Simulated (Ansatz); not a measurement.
**A hypothetical structure for CoAgS2**

This structure for CoAgS2 is made up. Its elements were placed in a known structure type with a cell scaled to their sizes. What cell does the guess relax to, and how far off was it?

Method: DFT, PBE, plane-wave PAW, files of the set soft_1, scalar-relativistic, ferromagnetic start, cell and ions relaxed at zero pressure; PAW set soft_1, in the first sound run; inputs show where later runs differ, in Ansatz 0.2.0.

## Step 1: Starting point

It takes space group Pmmm (No. 47, orthorhombic). The conventional cell has a = 3.344 Å, b = 3.912 Å, c = 6.281 Å, α = 90.00°, β = 90.00°, γ = 90.00°. Ag has 4 S at 2.60 Å nearest. Nearest to Co lie 4 S at 2.20 Å. S has 2 Co at 2.20 Å and 2 Ag at 2.60 Å nearest. Farther neighbours and most contacts between anions are not listed.

## Step 2: Relaxing cell and atoms

The guessed cell has no reason to be at equilibrium. It is relaxed with the atoms, within the space group of the guess.

File input.yaml:

```yaml
crystal:
  lattice:
    - [3.344, 0.0, 0.0]
    - [0.0, 3.912, 0.0]
    - [0.0, 0.0, 6.281]
  atoms:
    - { symbol: Ag, position: [0.0, 0.0, 0.0] }
    - { symbol: Co, position: [0.5, 0.5, 0.5], spin: 2.0 }
    - { symbol: S, position: [0.0, 0.5, 0.7284] }
    - { symbol: S, position: [0.0, 0.5, 0.2716] }
magnetization:
  spin_polarized: true
kpoints:
  mp_grid: { grid: [8, 7, 5] }
scf:
  occupations: { method: fermi_dirac, width: 0.05 }
hamiltonian:
  xc: pbe
  pseudopotentials: { kind: paw, azcp: { folder: soft_1 } }
relax:
  f_tol: 0.015
  max_steps: 70
  cell: {}
output:
  forces: true
  stress: true
```

Launch:

```sh
$ ansatz run input.yaml --threads 4 --pin off --max-ram 10240MiB --backend cpu --events-out ev --progress --plain --runs-dir out
```

Numbers of over 12 decimals in the logs are rounded to 6 here.

The program printed:

```text
Engine: ansatz 0.2.0, x86_64-unknown-linux-gnu
Pseudopotentials: kind: paw
Pseudopotential: Ag, paw, valence charge 19, recommended cutoff 420 eV (normal), soft_1/Ag.paw.azcp
Pseudopotential: Co, paw, valence charge 17, recommended cutoff 420 eV (normal), soft_1/Co.paw.azcp
Pseudopotential: S, paw, valence charge 6, recommended cutoff 420 eV (normal), soft_1/S.paw.azcp
Functional definition: PBE
  parameter kappa = 0.804
  parameter beta = 0.066725
  exchange = pbe_x(kappa = kappa, mu = beta*pi^2/3)
  correlation = pbe_c(beta = beta)
Crystal: 4 atoms, lattice volume = 82.166 Å³
Basis set: ecut = 420 eV, 1623 PW (Γ), exchange–correlation on 48×54×90 points (8 copies of the dense FFT grid, shifted against one another)
Bands: 30, of which v1, the nominal top of the filled ones, is band 24 counted from 1 (23 counted from 0)
Symmetry: 8 space group operations
Space group: Pmmm (ITA 47), of the structure as read, at distance tolerance 4.3e-5 Å
Magnetic group: BNS 47.249 (UNI 347), of the structure as read, at distance tolerance 4.3e-5 Å
k-points: 60 of 280
Non-local potential: Ag, projectors of the file, l = 0: 3, l = 1: 2, l = 2: 2, l = 3: 1
Non-local potential: Co, projectors of the file, l = 0: 3, l = 1: 2, l = 2: 3, l = 3: 1
Non-local potential: S, projectors of the file, l = 0: 2, l = 1: 2, l = 2: 1
PAW form: soft (Blöchl's): semilocal exchange-correlation on the pseudo side does not see the compensation charge
PAW one-centre angular grid: Ag, 590 points (default); XC on 64 Gauss nodes
PAW one-centre angular grid: Co, 590 points (default); XC on 64 Gauss nodes
PAW one-centre angular grid: S, 110 points (default); XC on 64 Gauss nodes
Initial density: superposition of atomic densities (chi_scale 0.1, normalization cell)
Starting moments: Σ|m| = 2 μB on 1 of 4 sites
Initial wavefunctions: pseudopotential atomic-orbital guess
Functional: x = pbe(κ = 0.804, μ = 0.219515), c = pbe(β = 0.066725)
SCF iter   1: F=—  HF=-14520.737314 eV  |F-HF|=—  |Δ(HF+E_count)|=         —  Δρ=3.27e-2 (↑2.97e-2 ↓3.27e-2)  dr2=4.64e0  dr2_m=1.20e-1  M=1.586 μB ∫|m|=1.829 μB  β_m=0.30  ethr=3.10e-3  ⟨swp⟩=7.3  Hψ=17145  notcnv=0
Mixer restart at iter 1: flushing history
preconditioner: auto → Kerker (q_TF=auto, 2.494 Å⁻¹)  [metal: Δε(μ)=0.022 eV  Ē_g=7.999 eV  σ=0.050 eV  W_gap=0.11  n_scr=20 (ndim 8)  ℏωp=23.2 eV  f_vac=0.010  D(μ)=5.15/eV (n_scr^D=52)]
spin=Collinear: Kerker preconditioning applied to the charge; magnetization (m = ρ↑ − ρ↓) channel mixes plain (no charge-response kernel on spin).
SCF iter   2: F=—  HF=-14520.612486 eV  |F-HF|=—  |Δ(HF+E_count)|=   1.25e-1  Δρ=2.65e-2 (↑1.73e-2 ↓2.65e-2)  dr2=2.17e0  dr2_m=1.29e-1  M=1.489 μB ∫|m|=1.752 μB  β_m=0.54  ethr=3.10e-3  ⟨swp⟩=2.1  Hψ=5500  notcnv=0  defer=54
SCF iter   3: F=—  HF=-14521.157491 eV  |F-HF|=—  |Δ(HF+E_count)|=   5.45e-1  Δρ=1.74e-2 (↑1.37e-2 ↓1.74e-2)  dr2=6.64e-1  dr2_m=1.44e-1  M=1.217 μB ∫|m|=1.533 μB  β_m=0.70  ethr=3.10e-3  ⟨swp⟩=3.1  Hψ=5825  notcnv=0  defer=68
SCF iter   4: F=—  HF=-14521.179700 eV  |F-HF|=—  |Δ(HF+E_count)|=   2.22e-2  Δρ=1.51e-2 (↑3.74e-3 ↓1.51e-2)  dr2=3.53e-1  dr2_m=3.01e-2  M=1.043 μB ∫|m|=1.257 μB  β_m=0.74  ethr=1.38e-3  ⟨swp⟩=3.4  Hψ=6962  notcnv=0  defer=89
SCF iter   5: F=—  HF=-14521.029870 eV  |F-HF|=—  |Δ(HF+E_count)|=   1.50e-1  Δρ=2.38e-2 (↑2.38e-2 ↓2.36e-2)  dr2=1.39e0  dr2_m=2.56e-3  M=0.973 μB ∫|m|=1.106 μB  β_m=0.57  ethr=7.36e-4  ⟨swp⟩=3.5  Hψ=8240  notcnv=0  defer=98  recentre
SCF iter   6: F=—  HF=-14521.133225 eV  |F-HF|=—  |Δ(HF+E_count)|=   1.03e-1  Δρ=4.45e-3 (↑4.45e-3 ↓1.83e-3)  dr2=1.80e-2  dr2_m=4.10e-3  M=1.039 μB ∫|m|=1.207 μB  β_m=0.78  ethr=7.36e-4  ⟨swp⟩=3.0  Hψ=8247  notcnv=0  defer=105
SCF iter   7: F=—  HF=-14521.150636 eV  |F-HF|=—  |Δ(HF+E_count)|=         —  Δρ=2.90e-3 (↑2.90e-3 ↓2.44e-3)  dr2=3.27e-3  dr2_m=4.83e-3  M=1.017 μB ∫|m|=1.159 μB  β_m=0.78  ethr=3.76e-5  ⟨swp⟩=2.1  Hψ=5482  notcnv=0  defer=102
Mixer restart at iter 7: flushing history
SCF iter   8: F=—  HF=-14521.151819 eV  |F-HF|=—  |Δ(HF+E_count)|=   1.18e-3  Δρ=1.52e-3 (↑1.14e-3 ↓1.52e-3)  dr2=1.43e-3  dr2_m=1.10e-3  M=1.013 μB ∫|m|=1.143 μB  β_m=0.89  ethr=6.81e-6  ⟨swp⟩=2.4  Hψ=5696  notcnv=0  defer=102
SCF iter   9: F=—  HF=-14521.153294 eV  |F-HF|=—  |Δ(HF+E_count)|=   1.48e-3  Δρ=1.34e-3 (↑1.34e-3 ↓1.23e-3)  dr2=3.43e-3  dr2_m=1.45e-4  M=1.016 μB ∫|m|=1.138 μB  β_m=0.76  ethr=2.97e-6  ⟨swp⟩=2.0  Hψ=6516  notcnv=0  defer=102
SCF iter  10: F=—  HF=-14521.153267 eV  |F-HF|=—  |Δ(HF+E_count)|=   2.70e-5  Δρ=8.91e-4 (↑3.24e-4 ↓8.91e-4)  dr2=5.97e-4  dr2_m=9.75e-5  M=1.009 μB ∫|m|=1.127 μB  β_m=0.86  ethr=2.97e-6  ⟨swp⟩=2.0  Hψ=6859  notcnv=0  defer=102
SCF iter  11: F=—  HF=-14521.153586 eV  |F-HF|=—  |Δ(HF+E_count)|=   3.18e-4  Δρ=5.16e-4 (↑4.07e-4 ↓5.16e-4)  dr2=2.73e-4  dr2_m=5.68e-5  M=1.008 μB ∫|m|=1.124 μB  β_m=0.90  ethr=1.24e-6  ⟨swp⟩=2.0  Hψ=6580  notcnv=0  defer=102
SCF iter  12: F=—  HF=-14521.153790 eV  |F-HF|=—  |Δ(HF+E_count)|=   2.04e-4  Δρ=2.92e-4 (↑1.25e-4 ↓2.92e-4)  dr2=1.18e-4  dr2_m=6.74e-6  M=1.003 μB ∫|m|=1.116 μB  β_m=0.95  ethr=5.69e-7  ⟨swp⟩=2.0  Hψ=6687  notcnv=0  defer=102
SCF iter  13: F=—  HF=-14521.153787 eV  |F-HF|=—  |Δ(HF+E_count)|=   2.46e-6  Δρ=1.04e-4 (↑9.69e-5 ↓1.04e-4)  dr2=4.98e-5  dr2_m=5.41e-7  M=1.004 μB ∫|m|=1.117 μB  β_m=0.98  ethr=2.45e-7  ⟨swp⟩=2.1  Hψ=5865  notcnv=0  defer=101
SCF iter  14: F=—  HF=-14521.153789 eV  |F-HF|=—  |Δ(HF+E_count)|=   1.53e-6  Δρ=1.04e-4 (↑1.03e-4 ↓1.04e-4)  dr2=3.45e-5  dr2_m=1.14e-7  M=1.004 μB ∫|m|=1.116 μB  β_m=0.70  ethr=1.04e-7  ⟨swp⟩=1.3  Hψ=3668  notcnv=0  defer=101
SCF iter  15: F=—  HF=-14521.153781 eV  |F-HF|=—  |Δ(HF+E_count)|=   7.82e-6  Δρ=3.38e-5 (↑2.56e-5 ↓3.38e-5)  dr2=1.01e-6  dr2_m=5.50e-7  M=1.003 μB ∫|m|=1.115 μB  β_m=0.85  ethr=7.18e-8  ⟨swp⟩=2.0  Hψ=4087  notcnv=0  defer=101
SCF iter  16: F=—  HF=-14521.153781 eV  |F-HF|=—  |Δ(HF+E_count)|=   3.40e-7  Δρ=1.07e-5 (↑1.07e-5 ↓9.11e-6)  dr2=2.30e-7  dr2_m=3.05e-8  M=1.002 μB ∫|m|=1.115 μB  β_m=0.82  ethr=2.10e-9  ⟨swp⟩=2.0  Hψ=6554  notcnv=0  defer=101
SCF iter  17: F=—  HF=-14521.153782 eV  |F-HF|=—  |Δ(HF+E_count)|=   8.19e-8  Δρ=5.08e-6 (↑3.40e-6 ↓5.08e-6)  dr2=5.82e-8  dr2_m=8.02e-9  M=1.002 μB ∫|m|=1.115 μB  β_m=0.91  ethr=4.78e-10  ⟨swp⟩=2.4  Hψ=5700  notcnv=0  defer=101
SCF iter  18: F=—  HF=-14521.153782 eV  |F-HF|=—  |Δ(HF+E_count)|=   3.70e-8  Δρ=8.95e-6 (↑3.31e-6 ↓8.95e-6)  dr2=1.23e-7  dr2_m=6.87e-9  M=1.002 μB ∫|m|=1.115 μB  β_m=0.96  ethr=1.21e-10  ⟨swp⟩=2.1  Hψ=5203  notcnv=0  defer=101
[...]
SCF 3 converged in 10 iterations: F = -14521.222001 eV  dr2 = 1.17e-7
relax step   3: F+E_penalty+E_count = -14521.22200071 eV  Δ(F+E_penalty+E_count) = -7.571e-3 eV  max|allowed force component| = 3.586e-2 eV/Å  Δτ_max = 0.0132 Å  P = +0.107 GPa  Ω = 76.874 Å³  energy of the carried Pulay correction = +1.798e-3 eV  (10 SCF iters, dr2 threshold 4.00e-7 eV, accepted)
[...]
relax step   4: F+E_penalty+E_count = -14521.22235055 eV  Δ(F+E_penalty+E_count) = -3.498e-4 eV  max|allowed force component| = 2.211e-3 eV/Å  Δτ_max = 0.0003 Å  P = -0.037 GPa  Ω = 77.145 Å³  energy of the carried Pulay correction = +1.703e-3 eV  (9 SCF iters, dr2 threshold 3.40e-7 eV, accepted)
Basis set: ecut = 420 eV, 1527 PW (Γ), exchange–correlation on 48×50×90 points (8 copies of the dense FFT grid, shifted against one another)
Initial wavefunctions: pseudopotential atomic-orbital guess (no wavefunctions were taken with the density)
iter 1 solved again at ethr=1.08e-6 eV; its pass at ethr=3.10e-3 eV (dr2=5.17e-4 eV) is discarded
SCF iter   1: F=—  HF=-14521.220674 eV  |F-HF|=—  |Δ(HF+E_count)|=         —  Δρ=1.43e-4 (↑6.44e-5 ↓1.43e-4)  dr2=1.88e-5  dr2_m=2.44e-6  M=0.799 μB ∫|m|=0.906 μB  β_m=0.65  ethr=1.08e-6  ⟨swp⟩=3.6  Hψ=26466  notcnv=0
preconditioner: auto → Kerker (q_TF=auto, 2.251 Å⁻¹)  [metal: Δε(μ)=0.008 eV  Ē_g=8.559 eV  σ=0.050 eV  W_gap=0.04  n_scr=16 (ndim 8)  ℏωp=23.9 eV  f_vac=0.038  D(μ)=3.15/eV (n_scr^D=24)]
spin=Collinear: Kerker preconditioning applied to the charge; magnetization (m = ρ↑ − ρ↓) channel mixes plain (no charge-response kernel on spin).
SCF iter   2: F=—  HF=-14521.220673 eV  |F-HF|=—  |Δ(HF+E_count)|=   1.27e-6  Δρ=3.92e-5 (↑3.92e-5 ↓3.33e-5)  dr2=1.42e-6  dr2_m=2.52e-7  M=0.799 μB ∫|m|=0.906 μB  β_m=0.54  ethr=3.93e-8  ⟨swp⟩=2.0  Hψ=5253  notcnv=0
SCF iter   3: F=—  HF=-14521.220674 eV  |F-HF|=—  |Δ(HF+E_count)|=   1.34e-6  Δρ=1.76e-5 (↑1.76e-5 ↓1.45e-5)  dr2=4.23e-7  dr2_m=1.20e-8  M=0.798 μB ∫|m|=0.906 μB  β_m=0.54  ethr=2.97e-9  ⟨swp⟩=2.0  Hψ=6533  notcnv=0
SCF iter   4: F=—  HF=-14521.220675 eV  |F-HF|=—  |Δ(HF+E_count)|=   5.42e-7  Δρ=2.40e-5 (↑6.80e-6 ↓2.40e-5)  dr2=4.18e-7  dr2_m=8.06e-8  M=0.798 μB ∫|m|=0.905 μB  β_m=0.77  ethr=8.81e-10  ⟨swp⟩=2.3  Hψ=5066  notcnv=0
SCF iter   5: F=—  HF=-14521.220676 eV  |F-HF|=—  |Δ(HF+E_count)|=   1.24e-6  Δρ=2.80e-5 (↑9.58e-6 ↓2.80e-5)  dr2=6.08e-7  dr2_m=1.97e-7  M=0.798 μB ∫|m|=0.905 μB  β_m=0.88  ethr=8.72e-10  ⟨swp⟩=2.4  Hψ=5616  notcnv=0
SCF iter   6: F=—  HF=-14521.220677 eV  |F-HF|=—  |Δ(HF+E_count)|=   1.09e-6  Δρ=1.42e-5 (↑9.77e-6 ↓1.42e-5)  dr2=1.66e-7  dr2_m=9.18e-8  M=0.798 μB ∫|m|=0.905 μB  β_m=0.94  ethr=8.72e-10  ⟨swp⟩=2.7  Hψ=6345  notcnv=0
SCF iter   7: F=—  HF=-14521.220677 eV  |F-HF|=—  |Δ(HF+E_count)|=   1.35e-7  Δρ=3.73e-6 (↑1.49e-6 ↓3.73e-6)  dr2=1.63e-8  dr2_m=1.71e-9  M=0.797 μB ∫|m|=0.904 μB  β_m=0.91  ethr=3.45e-10  ⟨swp⟩=3.0  Hψ=6308  notcnv=0
SCF iter   8: F=—  HF=-14521.220677 eV  |F-HF|=—  |Δ(HF+E_count)|=   3.18e-9  Δρ=3.14e-6 (↑1.02e-6 ↓3.14e-6)  dr2=1.46e-8  dr2_m=8.88e-10  M=0.797 μB ∫|m|=0.905 μB  β_m=0.95  ethr=3.40e-11  ⟨swp⟩=3.0  Hψ=6958  notcnv=0
SCF iter   9: F=—  HF=-14521.220677 eV  |F-HF|=—  |Δ(HF+E_count)|=   5.42e-9  Δρ=2.86e-6 (↑6.82e-7 ↓2.86e-6)  dr2=1.03e-8  dr2_m=9.52e-10  M=0.797 μB ∫|m|=0.905 μB  β_m=0.77  ethr=3.03e-11  ⟨swp⟩=1.9  Hψ=3828  notcnv=0
SCF iter  10: F=—  HF=-14521.220677 eV  |F-HF|=—  |Δ(HF+E_count)|=   1.35e-9  Δρ=1.03e-6 (↑1.64e-7 ↓1.03e-6)  dr2=1.00e-9  dr2_m=1.89e-10  M=0.797 μB ∫|m|=0.905 μB  β_m=0.89  ethr=2.15e-11  ⟨swp⟩=2.0  Hψ=4280  notcnv=0
SCF iter  11: F=—  HF=-14521.220677 eV  |F-HF|=—  |Δ(HF+E_count)|=   1.16e-9  Δρ=1.15e-7 (↑3.53e-8 ↓1.15e-7)  dr2=1.80e-11  dr2_m=1.87e-12  M=0.797 μB ∫|m|=0.904 μB  β_m=0.94  ethr=2.09e-12  ⟨swp⟩=2.7  Hψ=6420  notcnv=0
SCF iter  12: F=—  HF=-14521.220677 eV  |F-HF|=—  |Δ(HF+E_count)|=  5.46e-12  Δρ=1.32e-7 (↑3.03e-8 ↓1.32e-7)  dr2=1.01e-11  dr2_m=4.32e-12  M=0.797 μB ∫|m|=0.905 μB  β_m=0.97  ethr=1.00e-12  ⟨swp⟩=2.0  Hψ=4041  notcnv=0
SCF iter  13: F=—  HF=-14521.220677 eV  |F-HF|=—  |Δ(HF+E_count)|=  7.28e-12  Δρ=7.70e-8 (↑3.64e-8 ↓7.70e-8)  dr2=4.62e-12  dr2_m=1.84e-12  M=0.797 μB ∫|m|=0.905 μB  β_m=0.94  ethr=1.00e-12  ⟨swp⟩=1.0  Hψ=3600  notcnv=0
SCF iter  14: F=-14521.220677 eV  HF=-14521.220677 eV  |F-HF|=2.91e-11  |Δ(HF+E_count)|=  1.82e-12  Δρ=1.60e-7 (↑5.07e-8 ↓1.60e-7)  dr2=3.78e-11  dr2_m=2.36e-12  M=0.797 μB ∫|m|=0.904 μB  ethr=1.00e-12  ⟨swp⟩=3.0  Hψ=10665  notcnv=0
SCF 5 converged in 14 iterations: F = -14521.220677 eV  dr2 = 3.78e-11
relax step   5: F+E_penalty+E_count = -14521.22067712 eV  Δ(F+E_penalty+E_count) = +1.673e-3 eV  max|allowed force component| = 2.609e-3 eV/Å  Δτ_max = 0.0000 Å  P = -0.035 GPa  Ω = 77.145 Å³  stress off target by 4.38e-2 GPa  SCF on the basis re-selected at this cell (its energy is not comparable with the rows above)  (14 SCF iters)
basis re-selected at this cell: Δ(F+E_penalty+E_count) = +1.673e-3 eV, ΔP = +0.002 GPa vs the last step (what re-selecting the basis moved, of the pressure what is left beyond the Pulay correction that the steps carried, after the strain that the cell walked since its last selection, with what the two solves' SCF thresholds leave and, on support functions, any second-order correction that the steps lacked; it is no measure of the basis error at this ecutwfc). The dense FFT grid was sized anew with the basis: this SCF ran on 24×25×45 points, the steps before it on 24×27×45, so part of this shift can come from that change (see relax.cell in the input reference). [rest of the remark cut]
SCF converged after 14 iterations
Magnetization: 0.7974 μB (24.3987 up, 23.6013 down)
Absolute magnetization: 0.9052 μB (∫|ρ↑−ρ↓|, with the PAW one-centre terms)
Spin contamination: 0.0279 ħ² per cell (⟨S²⟩ above its minimum at these occupations)
Per-site moments (μB) at R_I (Å): [(0.000542285, 1.037217), (0.764332, 0.903594), (-0.00507405, 0.903594), (-0.00507405, 0.903594)]
Free energy (F): -14521.220677 eV
Harris-Foulkes:  -14521.220677 eV  (|F-HF|=2.91e-11)
Internal energy: -14521.195184 eV  (E = F + TS)
E sigma→0 (E₀):  -14521.207930 eV
Entropy (-TS):   -0.025493 eV (-6.373 meV/atom)
Fermi energy:    8.977234 eV
--- Per-component energies (eV) ---
  E_band       = -764.669688
  E_kinetic    = 970.739350
  E_local      = -7214.620511  (includes V_loc(G=0)·N_el)
  E_nonlocal   = 538.695427
  E_hartree    = 3251.276949
  E_xc         = -427.132661
  E_vxc        = -482.793957  (∫ρ·V_xc dr)
  E_paw        = -6746.941505  (= ΣΔE_a)
  E_vpaw       = -1079.243893  (= ΣTr[D̂ρ^β])
  E_aug_tail   = 0.000363  (compensation charges beyond the density's cutoff)
  E_ewald      = -4893.212596
  E_smearing   = -0.025493  (= −TS)
  E_closure    = -0.000000  (closes the sum)
  Σ components = -14521.220677   (vs F -14521.220677, Δ=0.00e0)
--- Forces (eV/Å), atoms counted from 1 ---
  atom   1  Ag     0.00000000     0.00000000     0.00000000
  atom   2  Co     0.00000000     0.00000000     0.00000000
  atom   3  S      0.00000000     0.00000000    -0.00260851
  atom   4  S      0.00000000     0.00000000     0.00260851
  max |Σ_I F_I| component: 2.52e-29 eV/Å
--- Stress (GPa, compression-positive) ---
       -0.043807       0.000000       0.000000
        0.000000      -0.025780       0.000000
        0.000000       0.000000      -0.036887
  P = ⅓ Tr σ = -0.0355 GPa (-0.355 kbar)
--- Relaxed structure (4 steps of the walk, 4 accepted, 1 SCFs on fresh bases) ---
  F+E_penalty+E_count = -14521.22067712 eV   max|allowed force component| = 2.609e-3 eV/Å   (the final SCF, on the basis selected at the relaxed cell)
  cell:  # Å, volume = 77.1445 Å³
    - [3.347348, 0.0, 0.0]
    - [0.0, 3.694019, 0.0]
    - [0.0, 0.0, 6.238859]
  atoms:
    - { symbol: Ag, position: [0.0, 0.0, 0.0] }
    - { symbol: Co, position: [0.5, 0.5, 0.5] }
    - { symbol: S, position: [0.0, 0.5, 0.726522] }
    - { symbol: S, position: [0.0, 0.5, 0.273478] }
```

The job ended after 9.3 s (4 threads of AMD EPYC 9B45 (Zen 5), shared host; peak memory 0.6 GiB).

The steps of the relaxation:

```
step  energy less that of the first step (eV)  largest force component (eV/Å)  pressure (GPa)  volume (Å³)
   1                                   0.0000                          0.0984           -2.77        82.17
   2                                  -0.0606                          0.0233           -0.94        78.65
   3                                  -0.0682                          0.0359            0.11        76.87
   4                                  -0.0686                          0.0022           -0.04        77.14
  5*                                  -0.0669                          0.0026           -0.04        77.14
```

Relaxation steps marked * repeat the geometry before them on a plane-wave basis chosen anew for their cell, so energy and pressure can jump there.

Forces are held to the 8 operations that the run works with; a distortion that breaks them can't arise in this run.

```
conventional cell, symmetrised  before  after  change
                         a (Å)   3.344  3.347  +0.1 %
                         b (Å)   3.912  3.694  -5.6 %
                         c (Å)   6.281  6.239  -0.7 %
              volume (Å³/atom)   20.54  19.29  -6.1 %
```

The atoms that moved most (Å, as changes of fractional coordinates times the final cell):

```csv
atom,dx,dy,dz,length
S3,0.000,0.000,-0.012,0.012
S4,0.000,0.000,0.012,0.012
```

Final coordinates:

```xyz
4
Lattice="3.3473 0.0000 0.0000 0.0000 3.6940 0.0000 0.0000 0.0000 6.2389" Properties=species:S:1:pos:R:3 pbc="T T T"
Ag    0.0000    0.0000    0.0000
Co    1.6737    1.8470    3.1194
S     0.0000    1.8470    4.5327
S     0.0000    1.8470    1.7062
```

Numbers from this step:

* free energy: -14521.2207 eV
* energy at zero smearing: -14521.2079 eV
* smearing term TS: 0.02549 eV
* Fermi energy: 8.977 eV
* magnetization: 0.7974 μB
* absolute magnetization: 0.9052 μB
* site moments: 5.42e-4, 0.7643, -0.005074, -0.005074 μB
* electrons: 48
* symmetry operations: 8
* pressure: -0.03549 GPa

Site moment by atom:

| atom | site moment (μB) |
| --- | --- |
| Ag1 | 0.001 |
| Co2 | 0.764 |
| S3 | -0.005 |
| S4 | -0.005 |

Shortest distances by pair of elements, guess and relaxed (not always the same contact):

```csv
pair,guess (Å),relaxed (Å)
Co–S,2.203,2.191
Ag–S,2.595,2.514
S–S,2.869,2.826
Ag–Ag,3.344,3.347
Co–Co,3.344,3.347
```

The relaxation ends with a largest force component of 0.0026 eV/Å and a pressure of -0.04 GPa.

(Part 1 of 2 ends here.)

[Logs are printed without paths, hosts, clocks, repeated set-up lines and the standing remarks that a program may print on its own settings, such as how far it seeks lower states.]

[Hosts, paths, dates, database ids (printed as entryN), source tags and the programs' standing remarks are cut or masked in the printed files.]
